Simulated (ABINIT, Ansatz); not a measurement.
# LiBiB2O6 (R-3): G0W0 with ABINIT, start to end, part 2 of 3

Aim: the G0W0 gap of LiBiB2O6 (R-3) on LDA, step by step.

ABINIT 10.8.3; LDA and many-body steps on it, plane waves. Known limits of the many-body steps: not at the basis limit; exchange with frozen shells missing; no spin-orbit coupling; coarse k mesh.

So far. Step 2 (Ground state): The gap is indirect, with the least direct gap 0.20 eV higher.

## 3. Bands along the symmetry lines

Level of this step: DFT, LDA, plane waves, norm-conserving pseudopotentials (ABINIT).

The cheap functional maps the bands first; the places of the edges decide which points the dearer methods must see.

The input, run.abi:

```
acell 3*1.0 Angstrom
rprim 
  2.439250647883 1.408302018200 5.224968345293
  -2.439250647883 1.408302018200 5.224968345293
  0.000000000000 -2.816604036329 5.224968345313
ntypat 4
znucl 3 5 83 8
natom 10
typat 1 2 2 3 4 4 4 4 4 4
xred 
  0.500000000000 0.500000000000 0.500000000000
  0.254532000000 0.254532000000 0.254532000000
  0.745468000000 0.745468000000 0.745468000000
  0.000000000000 0.000000000000 0.000000000000
  0.031291000000 0.463879000000 0.746058000000
  0.536121000000 0.253942000000 0.968709000000
  0.253942000000 0.968709000000 0.536121000000
  0.746058000000 0.031291000000 0.463879000000
  0.463879000000 0.746058000000 0.031291000000
  0.968709000000 0.536121000000 0.253942000000
pp_dirpath "pseudos"
pseudos "Li.upf, B.upf, Bi.upf, O.upf"
ecut 36
iscf -2
irdden 1
kptopt 0
nkpt 31
kpt 
  0.00000000 0.00000000 0.00000000
  0.12500000 0.12500000 0.12500000
  0.25000000 0.25000000 0.25000000
  0.37500000 0.37500000 0.37500000
  0.50000000 0.50000000 0.50000000
  0.57122531 0.42877468 0.50000000
  0.64245063 0.35754937 0.50000000
  0.71367595 0.28632406 0.50000000
  0.78490126 0.21509874 0.50000000
  0.50000000 -0.21509874 0.21509874
  0.50000000 -0.16132406 0.16132406
  0.50000000 -0.10754937 0.10754937
  0.50000000 -0.05377468 0.05377468
  0.50000000 0.00000000 0.00000000
  0.37500000 0.00000000 0.00000000
  0.25000000 0.00000000 0.00000000
  0.12500000 0.00000000 0.00000000
  0.00000000 0.00000000 0.00000000
  0.08938734 -0.08938734 0.00000000
  0.17877468 -0.17877468 0.00000000
  0.26816203 -0.26816203 0.00000000
  0.35754937 -0.35754937 0.00000000
  0.64245063 0.00000000 0.35754937
  0.60683797 0.00000000 0.39316203
  0.57122531 0.00000000 0.42877468
  0.53561266 0.00000000 0.46438734
  0.50000000 0.00000000 0.50000000
  0.37500000 0.00000000 0.37500000
  0.25000000 0.00000000 0.25000000
  0.12500000 0.00000000 0.12500000
  0.00000000 0.00000000 0.00000000
istwfk *1
nband 37
nbdbuf 2
tolwfr 1e-08
nstep 40
prtwf 0
prtvol 0
indata_prefix "in"
outdata_prefix "out"
tmpdata_prefix "tmp"
```

Command:

```
$ OMP_NUM_THREADS=1 mpirun -n 4 abinit run.abi > log
```

Numbers of over 12 decimals in the logs are rounded to 6 here.

What it wrote:

```text
.Version 10.8.3 of ABINIT. v10.8.2 released Aug 2026.

 Symmetries : space group R-3 (#148); Bravais hR (rhombohedral)
[... echo of the input left out ...]
== DATASET  1 ==================================================================
-   mpi_nproc: 4, omp_nthreads: 1 (-1 if OMP is not activated)

--- !DatasetInfo
iteration_state: {dtset: 1, }
dimensions: {natom: 10, nkpt: 31, mband: 37, nsppol: 1, nspinor: 1, nspden: 1, mpw: 7556, }
cutoff_energies: {ecut:  36.0, pawecutdg:  -1.0, }
electrons: {nelect:   6.00000000E+01, charge:   0.00000000E+00, occopt:   1.00000000E+00, tsmear:   1.00000000E-02, }

 Real(R)+Recip(G) space primitive vectors, cartesian coordinates (Bohr,Bohr^-1):
 R(1)=  4.6095157  2.6613051  9.8737592  G(1)=  0.1084713  0.0626259  0.0337595
 R(2)= -4.6095157  2.6613051  9.8737592  G(2)= -0.1084713  0.0626259  0.0337595
 R(3)=  0.0000000 -5.3226102  9.8737592  G(3)=  0.0000000 -0.1252518  0.0337595
 Unit cell volume ucvol=  7.2674784E+02 bohr^3
 Angles (23,13,12)=  4.85277713E+01  4.85277713E+01  4.85277713E+01 degrees

 getcut: wavevector=  0.0000  0.0000  0.0000  ngfft=  64  64  64
         ecut(hartree)=     36.000   => boxcut(ratio)=   2.11255

--- Pseudopotential description ------------------------------------------------
- Li Generated using ONCVPSP code by D. R. Hamann
-  3.00000   3.00000  180309                  znucl, zion, pspdat
12 -1012 1 -1 1944                            pspcod,pspxc,lmax,lloc,mmax
     nproj     2     2     0
  pspatm : epsatm=    2.61415252
         --- l  ekb(1:nproj) -->
             0   -4.854561   -1.448487
             1   -2.179236   -0.444438
 pspatm: atomic psp has been read  and splines computed

- B Generated using ONCVPSP code by D. R. Hamann
-  5.00000   3.00000  180309                  znucl, zion, pspdat
12 -1012 1 -1 1498                            pspcod,pspxc,lmax,lloc,mmax
     nproj     2     2     0
  pspatm : epsatm=    3.19369156
         --- l  ekb(1:nproj) -->
             0    8.437831    1.245441
[...]
pspatm: atomic psp has been read  and splines computed

- Bi Generated using ONCVPSP code by D. R. Hamann
- 83.00000  15.00000  180309                  znucl, zion, pspdat
12 -1012 2 -1 1454                            pspcod,pspxc,lmax,lloc,mmax
     nproj     2     2     2
  pspatm : epsatm=   42.70767148
         --- l  ekb(1:nproj) -->
[...]
pspatm: atomic psp has been read  and splines computed

- O Generated using ONCVPSP code by D. R. Hamann
-  8.00000   6.00000  201201                  znucl, zion, pspdat
12 -1012 2 -1 926                             pspcod,pspxc,lmax,lloc,mmax
     nproj     2     2     1
  pspatm : epsatm=    6.27558587
         --- l  ekb(1:nproj) -->
[...]
2   -1.033686
 pspatm: atomic psp has been read  and splines computed

[...]
4.0267E-01

--- !ResultsGS
iteration_state: {dtset: 1, }
comment   : Summary of ground state results
lattice_vectors:
- [  4.6095157,   2.6613051,   9.8737592, ]
- [ -4.6095157,   2.6613051,   9.8737592, ]
- [  0.0000000,  -5.3226102,   9.8737592, ]
lattice_lengths: [  11.21701,   11.21701,   11.21701, ]
lattice_angles: [ 48.528,  48.528,  48.528, ] # degrees, (23, 13, 12)
lattice_volume:   7.2674784E+02
convergence: {deltae:  0.000E+00, res2:  0.000E+00, residm:  9.998E-09, diffor:  0.000E+00, }
etotal    :  -1.94188083E+02
entropy   :   0.00000000E+00
fermie    :   5.36383530E-02
cartesian_stress_tensor: null
pressure_GPa: null
xred      :
- [  5.0000E-01,   5.0000E-01,   5.0000E-01, Li]
- [  2.5453E-01,   2.5453E-01,   2.5453E-01,  B]
- [  7.4547E-01,   7.4547E-01,   7.4547E-01,  B]
- [  0.0000E+00,   0.0000E+00,   0.0000E+00, Bi]
- [  3.1291E-02,   4.6388E-01,   7.4606E-01,  O]
- [  5.3612E-01,   2.5394E-01,   9.6871E-01,  O]
- [  2.5394E-01,   9.6871E-01,   5.3612E-01,  O]
- [  7.4606E-01,   3.1291E-02,   4.6388E-01,  O]
- [  4.6388E-01,   7.4606E-01,   3.1291E-02,  O]
- [  9.6871E-01,   5.3612E-01,   2.5394E-01,  O]
cartesian_forces: null
force_length_stats: {min: null, max: null, mean: null, }

 Integrated electronic density in atomic spheres:
 ------------------------------------------------
 Atom  Sphere_radius  Integrated_density
[...]
================================================================================

 ----iterations are completed or convergence reached----

 Mean square residual over all n,k,spin=   59.168E-10; max=  99.980E-10
 reduced coordinates (array xred) for   10 atoms
[...]
0.463879000000      0.746058000000      0.031291000000
       0.968709000000      0.536121000000      0.253942000000

 cartesian coordinates (angstrom) at end:
    1      0.000000     3.55e-11     7.837453
    2     -0.000000     1.807e-11     3.989765
    3     -0.000000     5.293e-11    11.685140
[...]
9     -0.688305     1.615822     6.485377
   10      1.055191     1.404001     9.189528
 length scales=  1.889726125908  1.889726125908  1.889726125908 bohr
              =  1.000000000000  1.000000000000  1.000000000000 angstroms
 prteigrs : about to open file out_EIG
 Eigenvalues (hartree) for nkpt=  31  k points:
 kpt#   1, nband= 37, wtk=  1.00000, kpt=  0.0000  0.0000  0.0000 (reduced coord)
[...]
kpt#   2, nband= 37, wtk=  1.00000, kpt=  0.1250  0.1250  0.1250 (reduced coord)
[...]
kpt#   3, nband= 37, wtk=  1.00000, kpt=  0.2500  0.2500  0.2500 (reduced coord)
[...]
kpt#  30, nband= 37, wtk=  1.00000, kpt=  0.1250  0.0000  0.1250 (reduced coord)
[...]
0.31061    0.32304    0.32776    0.35104    0.40696
 kpt#  31, nband= 37, wtk=  1.00000, kpt=  0.0000  0.0000  0.0000 (reduced coord)
[...]
-0.11945   -0.10146   -0.10146   -0.05068   -0.04799   -0.01039   -0.01039    0.00864
   0.00864    0.01901    0.02632    0.02632    0.04778    0.04778    0.10212    0.29886
   0.31649    0.32731    0.33139    0.33139    0.40267

== END DATASET(S) ==============================================================
================================================================================

 -outvars: echo values of variables after computation  --------
            nband          37
             nkpt          31
          spgroup         148
 [... the other variables as echoed above ...]

 Calculation completed.
```

Elapsed: 96 s, on 4 MPI ranks of Arm Neoverse N1, shared host; peak memory 0.48 GiB.

Numbers from this step:

```
gap                        : 1.245 eV
k of the valence top       : 0.2682, -0.2682, 0
k of the conduction bottom : 0.5, 0.5, 0.5
least direct gap           : 1.479 eV
```

The gap is 1.245 eV, −0.029 eV from the run before at this level.

The electronic bands at the labelled points (eV, zero at the top of the highest filled band):

```
     point  band 27  band 28  band 29  band 30  band 31  band 32  band 33  band 34
         Γ    -0.77    -0.77    -0.19    -0.19     1.29     6.64     7.12     7.42
   halfway    -0.75    -0.75    -0.31    -0.31     1.27     6.75     6.92     7.58
         T    -0.59    -0.59    -0.57    -0.57     1.24     6.66     7.28     7.52
   halfway    -0.92    -0.68    -0.56    -0.47     1.66     6.84     7.07     7.36
        H2    -0.63    -0.60    -0.19    -0.07     1.69     6.54     6.85     7.49
jump to H0    -0.63    -0.60    -0.19    -0.07     1.69     6.54     6.85     7.49
   halfway    -0.71    -0.66    -0.14    -0.05     1.63     6.48     6.78     7.65
         L    -0.77    -0.64    -0.25    -0.12     1.62     6.28     6.93     7.51
   halfway    -0.95    -0.53    -0.40    -0.27     1.61     6.61     6.92     7.38
         Γ    -0.77    -0.77    -0.19    -0.19     1.29     6.64     7.12     7.42
   halfway    -0.95    -0.59    -0.37    -0.21     1.66     6.61     6.95     7.20
        S0    -0.80    -0.52    -0.12    -0.03     1.66     6.58     6.77     7.54
jump to S2    -0.80    -0.52    -0.12    -0.03     1.66     6.58     6.77     7.54
   halfway    -0.86    -0.45    -0.34    -0.02     1.74     6.49     6.95     7.45
         F    -0.91    -0.51    -0.37    -0.04     1.77     6.43     7.05     7.42
   halfway    -0.91    -0.49    -0.49    -0.34     1.64     6.71     6.97     7.25
         Γ    -0.77    -0.77    -0.19    -0.19     1.29     6.64     7.12     7.42
```

## 4. Empty states on the mesh, 2×2×2 mesh, 90 bands

The sums over transitions need many empty states on a uniform mesh; this step solves for them.

The input, run.abi:

```
acell 3*1.0 Angstrom
rprim 
  2.439250647883 1.408302018200 5.224968345293
  -2.439250647883 1.408302018200 5.224968345293
  0.000000000000 -2.816604036329 5.224968345313
ntypat 4
znucl 3 5 83 8
natom 10
typat 1 2 2 3 4 4 4 4 4 4
xred 
  0.500000000000 0.500000000000 0.500000000000
  0.254532000000 0.254532000000 0.254532000000
  0.745468000000 0.745468000000 0.745468000000
  0.000000000000 0.000000000000 0.000000000000
  0.031291000000 0.463879000000 0.746058000000
  0.536121000000 0.253942000000 0.968709000000
  0.253942000000 0.968709000000 0.536121000000
  0.746058000000 0.031291000000 0.463879000000
  0.463879000000 0.746058000000 0.031291000000
  0.968709000000 0.536121000000 0.253942000000
pp_dirpath "pseudos"
pseudos "Li.upf, B.upf, Bi.upf, O.upf"
ecut 36
ngkpt 2 2 2
nshiftk 1
shiftk 0 0 0
kptopt 1
chksymbreak 0
iscf -2
irdden 1
istwfk *1
nband 90
nbdbuf 8
tolwfr 1e-09
nstep 60
prtvol 0
indata_prefix "in"
outdata_prefix "out"
tmpdata_prefix "tmp"
```

What it wrote:

```text
.Version 10.8.3 of ABINIT. v10.8.2 released Aug 2026.

 Symmetries : space group R-3 (#148); Bravais hR (rhombohedral)
[... echo of the input left out ...]
== DATASET  1 ==================================================================
-   mpi_nproc: 4, omp_nthreads: 1 (-1 if OMP is not activated)

--- !DatasetInfo
iteration_state: {dtset: 1, }
dimensions: {natom: 10, nkpt: 4, mband: 90, nsppol: 1, nspinor: 1, nspden: 1, mpw: 7556, }
cutoff_energies: {ecut:  36.0, pawecutdg:  -1.0, }
electrons: {nelect:   6.00000000E+01, charge:   0.00000000E+00, occopt:   1.00000000E+00, tsmear:   1.00000000E-02, }

 Real(R)+Recip(G) space primitive vectors, cartesian coordinates (Bohr,Bohr^-1):
 R(1)=  4.6095157  2.6613051  9.8737592  G(1)=  0.1084713  0.0626259  0.0337595
 R(2)= -4.6095157  2.6613051  9.8737592  G(2)= -0.1084713  0.0626259  0.0337595
 R(3)=  0.0000000 -5.3226102  9.8737592  G(3)=  0.0000000 -0.1252518  0.0337595
 Unit cell volume ucvol=  7.2674784E+02 bohr^3
 Angles (23,13,12)=  4.85277713E+01  4.85277713E+01  4.85277713E+01 degrees

 getcut: wavevector=  0.0000  0.0000  0.0000  ngfft=  64  64  64
         ecut(hartree)=     36.000   => boxcut(ratio)=   2.11255

--- Pseudopotential description ------------------------------------------------
- Li Generated using ONCVPSP code by D. R. Hamann
-  3.00000   3.00000  180309                  znucl, zion, pspdat
12 -1012 1 -1 1944                            pspcod,pspxc,lmax,lloc,mmax
     nproj     2     2     0
  pspatm : epsatm=    2.61415252
         --- l  ekb(1:nproj) -->
             0   -4.854561   -1.448487
             1   -2.179236   -0.444438
 pspatm: atomic psp has been read  and splines computed

- B Generated using ONCVPSP code by D. R. Hamann
-  5.00000   3.00000  180309                  znucl, zion, pspdat
12 -1012 1 -1 1498                            pspcod,pspxc,lmax,lloc,mmax
     nproj     2     2     0
  pspatm : epsatm=    3.19369156
         --- l  ekb(1:nproj) -->
             0    8.437831    1.245441
[...]
pspatm: atomic psp has been read  and splines computed

- Bi Generated using ONCVPSP code by D. R. Hamann
- 83.00000  15.00000  180309                  znucl, zion, pspdat
12 -1012 2 -1 1454                            pspcod,pspxc,lmax,lloc,mmax
     nproj     2     2     2
  pspatm : epsatm=   42.70767148
         --- l  ekb(1:nproj) -->
[...]
pspatm: atomic psp has been read  and splines computed

- O Generated using ONCVPSP code by D. R. Hamann
-  8.00000   6.00000  201201                  znucl, zion, pspdat
12 -1012 2 -1 926                             pspcod,pspxc,lmax,lloc,mmax
     nproj     2     2     1
  pspatm : epsatm=    6.27558587
         --- l  ekb(1:nproj) -->
[...]
2   -1.033686
 pspatm: atomic psp has been read  and splines computed

[...]
1.42E-04  9.55E-05
 -1.4669E+00 -7.5210E-01 -7.5210E-01 -7.3909E-01 -7.3909E-01 -7.3798E-01
 -6.4502E-01 -6.0892E-01 -5.5955E-01 -5.5955E-01 -5.4552E-01 -5.4552E-01
 -3.0849E-01 -1.7984E-01 -1.5040E-01 -1.5040E-01 -1.1945E-01 -1.0146E-01
[...]
1.1993E+00  1.2104E+00  1.2104E+00  1.2170E+00  1.2170E+00  1.2283E+00
  1.2802E+00  1.2813E+00  1.2813E+00  1.2842E+00  1.3649E+00  1.3880E+00
 prteigrs : prtvol=0 or 1, do not print more k-points.

--- !ResultsGS
iteration_state: {dtset: 1, }
comment   : Summary of ground state results
lattice_vectors:
- [  4.6095157,   2.6613051,   9.8737592, ]
- [ -4.6095157,   2.6613051,   9.8737592, ]
- [  0.0000000,  -5.3226102,   9.8737592, ]
lattice_lengths: [  11.21701,   11.21701,   11.21701, ]
lattice_angles: [ 48.528,  48.528,  48.528, ] # degrees, (23, 13, 12)
lattice_volume:   7.2674784E+02
convergence: {deltae:  0.000E+00, res2:  0.000E+00, residm:  9.979E-10, diffor:  0.000E+00, }
etotal    :  -1.94188083E+02
entropy   :   0.00000000E+00
fermie    :   5.36383530E-02
cartesian_stress_tensor: null
pressure_GPa: null
xred      :
- [  5.0000E-01,   5.0000E-01,   5.0000E-01, Li]
- [  2.5453E-01,   2.5453E-01,   2.5453E-01,  B]
- [  7.4547E-01,   7.4547E-01,   7.4547E-01,  B]
- [  0.0000E+00,   0.0000E+00,   0.0000E+00, Bi]
- [  3.1291E-02,   4.6388E-01,   7.4606E-01,  O]
- [  5.3612E-01,   2.5394E-01,   9.6871E-01,  O]
- [  2.5394E-01,   9.6871E-01,   5.3612E-01,  O]
- [  7.4606E-01,   3.1291E-02,   4.6388E-01,  O]
- [  4.6388E-01,   7.4606E-01,   3.1291E-02,  O]
- [  9.6871E-01,   5.3612E-01,   2.5394E-01,  O]
cartesian_forces: null
force_length_stats: {min: null, max: null, mean: null, }

 Integrated electronic density in atomic spheres:
 ------------------------------------------------
 Atom  Sphere_radius  Integrated_density
[...]
================================================================================

 ----iterations are completed or convergence reached----

 Mean square residual over all n,k,spin=   54.261E-11; max=  99.791E-11
 reduced coordinates (array xred) for   10 atoms
[...]
0.463879000000      0.746058000000      0.031291000000
       0.968709000000      0.536121000000      0.253942000000

 cartesian coordinates (angstrom) at end:
    1      0.000000     3.55e-11     7.837453
    2     -0.000000     1.807e-11     3.989765
    3     -0.000000     5.293e-11    11.685140
[...]
9     -0.688305     1.615822     6.485377
   10      1.055191     1.404001     9.189528
 length scales=  1.889726125908  1.889726125908  1.889726125908 bohr
              =  1.000000000000  1.000000000000  1.000000000000 angstroms
 prteigrs : about to open file out_EIG
 Eigenvalues (hartree) for nkpt=   4  k points:
 kpt#   1, nband= 90, wtk=  0.12500, kpt=  0.0000  0.0000  0.0000 (reduced coord)
[...]
1.13274    1.13274    1.15105    1.15105    1.15304    1.19931    1.19931    1.21039
   1.21039    1.21697    1.21697    1.22825    1.28019    1.28130    1.28130    1.28423
   1.36494    1.38799
 prteigrs : prtvol=0 or 1, do not print more k-points.

== END DATASET(S) ==============================================================
================================================================================

 -outvars: echo values of variables after computation  --------
            nband          90
             nkpt           4
          spgroup         148
 [... the other variables as echoed above ...]

 Calculation completed.
```

It took 49 s on 4 MPI ranks; peak memory 0.41 GiB.

This step gave:

| Property | Result |
| --- | --- |
| gap | 1.282 eV |
| k of the valence top | 0.5, 0.5, 0 |
| k of the conduction bottom | 0.5, 0.5, 0.5 |
| least direct gap | 1.479 eV |
| k points computed | 4 |
| lowest point of the top converged band, above the valence top | 31.66 eV |

On this mesh the gap is 1.282 eV.

## 5. Screening, 2×2×2 mesh, 82 bands, screening to 98 eV

The RPA dielectric matrix is built and inverted for each q.

This step: RPA screening on LDA, plane waves, norm-conserving pseudopotentials.

Changes to run.abi since step 4:

```diff
@@ -28,10 +28,11 @@
 chksymbreak 0
-iscf -2
-irdden 1
 istwfk *1
-nband 90
-nbdbuf 8
-tolwfr 1e-09
-nstep 60
-prtvol 0
+occopt 1
+irdwfk 1
+optdriver 3
+nband 82
+ecuteps 3.6
+inclvkb 2
+awtr 1
+symchi 1
 indata_prefix "in"
```

What it wrote:

```text
.Version 10.8.3 of ABINIT. v10.8.2 released Aug 2026.

 Symmetries : space group R-3 (#148); Bravais hR (rhombohedral)
[... echo of the input left out ...]
== DATASET  1 ==================================================================
-   mpi_nproc: 4, omp_nthreads: 1 (-1 if OMP is not activated)

--- !DatasetInfo
iteration_state: {dtset: 1, }
dimensions: {natom: 10, nkpt: 4, mband: 82, nsppol: 1, nspinor: 1, nspden: 1, mpw: 7556, }
cutoff_energies: {ecut:  36.0, pawecutdg:  -1.0, }
electrons: {nelect:   6.00000000E+01, charge:   0.00000000E+00, occopt:   1.00000000E+00, tsmear:   1.00000000E-02, }

 SCREENING: Calculation of the susceptibility and dielectric matrices

 Based on a program developped by R.W. Godby, V. Olevano, G. Onida, and L. Reining.
 Incorporated in ABINIT by V. Olevano, G.-M. Rignanese, and M. Torrent.
.Using double precision arithmetic ; gwpc =  8

[... cell and pseudopotentials left out ...]
--------------------------------------------------------------------------------

 ==== K-mesh for the wavefunctions ====
 Number of points in the irreducible wedge :     4
[... list of points left out ...]
 Together with  6 symmetry operations and time-reversal symmetry
 yields     8 points in the full Brillouin Zone.

 ==== Q-mesh for the screening function ====
 Number of points in the irreducible wedge :     4
[... list of points left out ...]
 Together with  6 symmetry operations and time-reversal symmetry
 yields     8 points in the full Brillouin Zone.

 setmesh: FFT mesh size selected  =    40x   40x   40
          total number of points  =        64000

 vcoul_init : cutoff-mode = AUXILIARY_FUNCTION
 q-points for optical limit:   1
     1)      0.000010    0.000020    0.000030

- screening: taking advantage of time-reversal symmetry
- Maximum band index for partially occupied states nbvw = 30
- Remaining bands to be divided among processors   nbcw = 52
- Number of bands treated by each node ~13

 Number of electrons calculated from density =   60.0000; Expected =   60.0000
 average of density, n =  0.082560
 r_s =    1.4247
 omega_plasma =   27.7166 [eV]

 calculating chi0 at frequencies [eV] :
  1    0.000000E+00    0.000000E+00
  2    0.000000E+00    2.771656E+01

--------------------------------------------------------------------------------
  q-point number  1        q = ( 0.000000, 0.000000, 0.000000) [r.l.u.]
--------------------------------------------------------------------------------
[... chi0 elements left out ...]
 For q-point:  0.000010 0.000020 0.000030
  dielectric constant =   5.6950
  dielectric constant without local fields =   6.8439

  Average fulfillment of the sum rule on Im[epsilon] for q-point    1 :     36.00  [%]
[... wings left out ...]
  q-point number  2        q = ( 0.500000, 0.000000, 0.000000) [r.l.u.]
--------------------------------------------------------------------------------
[... chi0 elements left out ...]
  Average fulfillment of the sum rule on Im[epsilon] for q-point    2 :     44.68  [%]

 [... 2 further q-points ...]
```

The job ended after 46 s (4 MPI ranks; peak memory 1.4 GiB; 3.1 min of CPU time).

This step gave:

```
ε∞ with local fields, on this mesh, along the program's q direction : 5.695
the same without local fields                                       : 6.844
plasma frequency                                                    : 27.72 eV
plane waves in the screening matrix                                 : 231
```

Local fields lower ε∞ by 17 %. On a Γ-centred mesh this coarse the value itself is usually too large, while a short band sum pulls it down.

(Part 2 of 3 ends here.)

[Paths, hosts, dates, memory and timing lines, banners, echoed tables and standing remarks are left out of the program output.]

[Logs are printed without paths, hosts, clocks, repeated set-up lines and the standing remarks that a program may print on its own settings, such as how far it seeks lower states.]

[Runs of the session that timed out or met a known fault of the program may be left out.]

[Hosts, paths, dates, database ids (printed as entryN), source tags and the programs' standing remarks are cut or masked in the printed files.]

[G0W0 gaps are taken among the corrected bands and points alone; a level outside them can change the order at an edge.]

[Where Ansatz stands beside ABINIT at settings called matched, ABINIT's density can come from a denser mesh and the files from another edition; pairs whose starting gaps differed by over 0.03 eV were left out, so agreement reads better than it is.]
